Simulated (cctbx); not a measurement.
# Which space group?

Cell: a = 12.0480 Å, b = 12.0480 Å, c = 12.0480 Å, α = 90.00°, β = 90.00°, γ = 90.00°. Expected content of the cell: Pb16 Pd32 Mo48 C16.

Simulated single-crystal data (cctbx): Ag Kα, λ = 0.56087 Å, to d = 0.65 Å, 95 % of the full sphere, strongest reflection 5000 counts, noise from counting, a 3 % proportional error and a noise floor of 8 counts (s.d.); no absorption.

Tests on the unmerged data give:

```text
25422 reflections to d = 0.651 A
centring   violations  <I/sigma> of those
    A          0 of 12763      0.0
    B          0 of 12756     -0.0
    C          0 of 12765      0.0
    I       2379 of 12754      2.7
    R       2872 of 16917      2.6
    F          0 of 19142      0.0
Laue class    unique    Rint  (classes that these axes allow; Friedel mates merged)
F m m m           937   0.043
F m -3            319   0.045
F m -3 m          211   0.046
space group    extra absences  I>4sigma  <I/sigma>
F 4 3 2                 0          0         -  acentric
F 41 3 2               29          0      -0.0  acentric
F -4 3 m                0          0         -  acentric
F m -3 m                0          0         -  centric
F d -3 m :1           364          0      -0.0  centric
F d -3 m :2           364          0      -0.0  centric
Wilson B = 0.23 A^2   <|E^2-1|> = 0.768 (0.968 centric, 0.736 acentric)   E^2>4: 0.5 %
shell (A)         n   <I/sigma>
 6.96 - 1.30     38     62.8
 1.30 - 1.04     26     56.8
 1.04 - 0.91     26     65.0
 0.91 - 0.82     25     48.0
 0.82 - 0.76     24     59.9
 0.76 - 0.72     24     49.3
 0.72 - 0.68     23     40.9
 0.68 - 0.65     25     54.5
```

**Question.** What are the lattice type, the Laue class and the likely space group?

The reflections that A, B, C and F centring forbids are absent (⟨I/σ⟩ near 0), so the lattice is F. F holds A, B and C together.

Rint stays low (0.043 to 0.046) up to F m -3 m, the highest class in these axes.

6 settings pass the absence test. The most absences obeyed, 364, belong to F d -3 m alone.

⟨|E²−1|⟩ = 0.768 leans to a non-centrosymmetric structure. Here that hint misleads: the statistic assumes many like atoms on general positions, and few, heavy or special-position atoms break it. The Wilson B of 0.23 Å² means U ≈ 0.0029 Å².

The true group is Fd-3m (no. 227, origin choice 1), Laue class m-3m, centrosymmetric. The tables fix it.

This is a model crystal, built by substitution and not relaxed, with assumed displacement parameters.

[Logs are printed without paths, hosts, clocks, repeated set-up lines and the standing remarks that a program may print on its own settings, such as how far it seeks lower states.]
